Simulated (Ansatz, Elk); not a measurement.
# LaB3Pd: X-ray structure factors from the self-consistent density

The structure of LaB3Pd used here is made up (a known structure type with other elements) and was relaxed beforehand with PBEsol. The aim is the Fourier transform of its all-electron density, F(hkl), set beside the sum over free spherical atoms that refinements use.

Calculated with Elk 11.2.3 (patched build); DFT, PBE, all-electron APW+lo, Dirac cores, scalar-relativistic bands, static density, no spin.

This account leaves out most program logs.

The structure was built from a prototype and need not be the compound's stable phase.

**1. The structure**

Symmetry: I-4m2, No. 119, tetragonal system. The conventional cell has a = 3.538 Å, b = 3.538 Å, c = 10.443 Å, α = 90.00°, β = 90.00°, γ = 90.00°. La has 12 B at 2.95 to 3.15 Å and 4 Pd at 3.15 Å nearest. Pd has 8 B at 2.06 to 2.50 Å and 4 La at 3.15 Å nearest. B has 4 B at 2.06 Å and 4 Pd at 2.50 Å and 4 La at 3.15 Å nearest. Nearest to B lie 2 Pd at 2.06 Å and 2 B at 2.06 Å and 4 La at 2.95 Å. Farther neighbours are not listed.

**2. Ground state and structure factors**

An all-electron density is needed, since X-rays see the cores too. Task 0 finds the density and task 195 Fourier-transforms it; tshift is off so that phases refer to the origin typed.

Contents of elk.in:

```
tasks
  0
  195

xctype
  20

spinpol
  .false.

rgkmax
  7.0

gmaxvr
  14.0

lmaxo
  7

lmaxapw
  8

swidth
  0.002

tshift
  .false.

ramdisk
  .false.

hmaxvr
  5.5

maxscl
  120

epspot
  1e-06

sppath
  './'

avec
  -3.34331095080 3.34331095080 9.86717164615
  3.34331095080 -3.34331095080 9.86717164615
  3.34331095080 3.34331095080 -9.86717164615

atoms
  3
  'La.in'
  1
  0.0000000000 0.0000000000 0.0000000000   0.000000 0.000000 0.000000
  'Pd.in'
  1
  0.2500000000 0.7500000000 0.5000000000   0.000000 0.000000 0.000000
  'B.in'
  3
  0.7500000000 0.2500000000 0.5000000000   0.000000 0.000000 0.000000
  0.3510912431 0.3510912431 -0.0000000000   0.000000 0.000000 0.000000
  0.6489087569 0.6489087569 0.0000000000   0.000000 0.000000 0.000000

ngridk
  9 9 9
```

Command:

```bash
> OMP_NUM_THREADS=4 elk
```

The job ended after 75 s (4 threads of Intel Xeon Platinum 8375C at 2.90GHz (Ice Lake), shared host; peak memory 0.19 GiB; 4.5 min of CPU time).

SFACRHO.OUT:

```text

h k l indices transformed by vhmat matrix:
   1.000000000       0.000000000       0.000000000    
   0.000000000       1.000000000       0.000000000    
   0.000000000       0.000000000       1.000000000    

      h      k      l  multipl.   |H|            Re(F)            Im(F)           |F|

      0      0      0      1   0.0000000       118.00000      0.38402119E-15   118.00000    
     -1     -1      1      2  0.63677673       2.7617816     -0.49745045E-14   2.7617816    
      0     -1      0      4  0.99213995       44.421565       36.548148       57.524277    
      1      0     -1      4  0.99213995       44.421565      -36.548148       57.524277    
     -2     -2      2      2   1.2735535       81.045175      0.10905644E-13   81.045175    
      0      0      1      4   1.3288871       11.083216     -0.13028885E-13   11.083216    
      1      2     -2      4   1.3398921       50.425067      -34.012347       60.823739    
     -2     -1      1      4   1.3398921       50.425067       34.012347       60.823739    
      0      2     -1      8   1.4735758       80.508063      0.21045981E-13   80.508063    
      2      2     -1      8   1.8406193       2.4586468      0.10905644E-13   2.4586468    
      3      2     -2      4   1.8485803       40.501355       30.440059       50.665145    
     -2     -3      3      4   1.8485803       40.501355      -30.440059       50.665145    
     -1      1      1      4   1.8793302       78.603720      0.21362879E-13   78.603720    
      3      3     -3      2   1.9103302       9.1853348      0.15688822E-13   9.1853348    
      0      2      0      4   1.9842799       4.7452712      0.10853131E-01   4.7452836    
      2      0      0      4   1.9842799       4.7452712     -0.10853131E-01   4.7452836    
     -1      2     -1      8   2.1251409       35.984605      -28.588772       45.958782    
     -2      1      0      8   2.1251409       35.984605       28.588772       45.958782
```

Elk indexes on the primitive cell of elk.in and gives |H| = 4π sin θ/λ in inverse bohr. Below, one row stands for each form hkl of the conventional cell (m members, Friedel mates merged), F is for one primitive cell and the density is static (no thermal factor). Free-atom factors are Waasmaier and Kirfel's, and R is Σm||F|−|F'||/Σm|F|.

```
hkl   m  sin θ/λ (Å⁻¹)  abs F, DFT  neutral atoms   diff.  abs of complex diff.
002   2          0.096       2.762          2.309  +0.453                 0.453
101   8          0.149      57.524         58.026  -0.502                 0.573
004   2          0.192      81.045         81.755  -0.710                 0.710
110   4          0.200      11.083         10.651  +0.432                 0.432
103   8          0.202      60.824         60.902  -0.079                 0.535
112   8          0.222      80.508         80.798  -0.290                 0.290
114   8          0.277       2.459          2.159  +0.299                 0.299
105   8          0.278      50.665         50.814  -0.148                 0.183
200   4          0.283      78.604         78.795  -0.191                 0.191
006   2          0.287       9.185          8.845  +0.341                 0.341
202   8          0.298       4.745          4.497  +0.248                 0.248
211  16          0.320      45.959         45.928  +0.031                 0.098
204   8          0.341      65.382         65.370  +0.012                 0.019
213  16          0.347      48.612         48.661  -0.049                 0.098
116   8          0.350      70.426         70.364  +0.062                 0.062
107   8          0.364      42.248         42.158  +0.090                 0.119
008   2          0.383      65.808         65.743  +0.066                 0.066
215  16          0.396      43.129         42.994  +0.135                 0.155
220   4          0.400      66.484         66.439  +0.044                 0.044
206   8          0.403       8.254          8.381  -0.127                 0.127
222   8          0.411       4.633          4.762  -0.130                 0.130
301   8          0.427      39.784         39.696  +0.089                 0.148
```

**3. The highest occupied states alone**

An energy window below the Fermi level keeps the highest occupied states, to see at which angles they scatter; shallow core shells can lie inside it and anion s states outside. No new self-consistency is needed.

elk.in: that of step 2 with these lines changed.

```diff
@@ -1,3 +1,2 @@
 tasks
-  0
   195
@@ -40,2 +39,5 @@
 
+wsfac
+  -0.156450 0.694790
+
 sppath
```

Command:

```bash
> OMP_NUM_THREADS=4 elk
```

The job ended after 6.6 s (4 threads; peak memory 0.16 GiB).

States within 15 eV below the Fermi level hold 22.00 electrons; any levels below the window count with the cores. Their amplitudes can exceed the total, where window and core parts have opposite phase:

```
hkl  sin θ/λ (Å⁻¹)  abs F, window  abs F, all
002          0.096         10.159       2.762
101          0.149          4.658      57.524
004          0.192          3.747      81.045
110          0.200          3.145      11.083
103          0.202          3.711      60.824
112          0.222          3.901      80.508
114          0.277          2.697       2.459
105          0.278          1.916      50.665
200          0.283          2.769      78.604
006          0.287          1.655       9.185
```

**4. Another functional**

The difference from free atoms is small, so it is set against the change that LDA (Perdew-Wang) makes.

elk.in: that of step 3 with these lines changed.

```diff
@@ -1,2 +1,3 @@
 tasks
+  0
   195
@@ -4,3 +5,3 @@
 xctype
-  20
+  3
 
@@ -39,5 +40,2 @@
 
-wsfac
-  -0.156450 0.694790
-
 sppath
```

Command:

```bash
> OMP_NUM_THREADS=4 elk
```

Run time: 54 s. Hardware: 4 threads; peak memory 0.16 GiB.

Against the first run R = 0.03 %; the largest change is +0.036 at 4 2 10.

**5. A coarser k-mesh**

About half the k-points along each axis test the sampling.

elk.in: that of step 4 with these lines changed.

```diff
@@ -5,3 +5,3 @@
 xctype
-  3
+  20
 
@@ -63,2 +63,2 @@
 ngridk
-  9 9 9
+  4 4 4
```

Command:

```bash
> OMP_NUM_THREADS=4 elk
```

It took 23 s on 4 threads; peak memory 0.18 GiB.

Against the first run R = 0.01 %; the largest change is -0.024 at 002.

**6. Settings against the effect**

```
              run  R against the first run (%)  R against neutral atoms, low angle (%)  wall time
    PBE, rgkmax 7                         0.00                                    0.69       75 s
LDA (Perdew-Wang)                         0.03                                    0.71       54 s
     k-mesh 4×4×4                         0.01                                    0.70       23 s
```

**7. Outcome**

```json
{"R against neutral atoms, sin θ/λ < 0.3 Å⁻¹": "0.69 %", "R against neutral atoms, 0.3 to 0.83 Å⁻¹": "0.21 %"}
```

In words: Independent neutral atoms miss the calculated amplitudes by R = 0.69 % below 0.3 Å⁻¹ and 0.21 % from there to 0.83 Å⁻¹; by shells, 1.06 % below 0.15 Å⁻¹ (2 forms), 0.61 % 0.15 to 0.3 (9 forms), 0.23 % 0.3 to 0.45 (15 forms), 0.21 % above 0.45 (92 forms). Bonding, aspherical density and the tables' own atoms all enter these figures, and the runs don't part them. The largest change of an amplitude is -0.71 electrons, at 004. R counts amplitudes alone; phases shift too. Weak lines can change much in proportion: 002 goes from 2.31 to 2.76. The window's part falls from 22.0 electrons at the origin to at most 0.28 between 0.45 and 0.83 Å⁻¹. Below 0.3 Å⁻¹ the changes that finished (LDA (Perdew-Wang) and k-mesh 4×4×4) move F by R = 0.03 % at most, against the 0.69 % that separates it from free atoms. The basis has no finished test. These runs have no spin, though d or f shells may be open. Part of the difference isn't bonding: the tables are fits to free atoms and ions calculated by other methods than this functional. Thermal motion, anomalous dispersion and extinction are left out.

[Logs are printed without paths, hosts, clocks, repeated set-up lines and the standing remarks that a program may print on its own settings, such as how far it seeks lower states.]

[Hosts, paths, dates, database ids (printed as entryN), source tags and the programs' standing remarks are cut or masked in the printed files.]
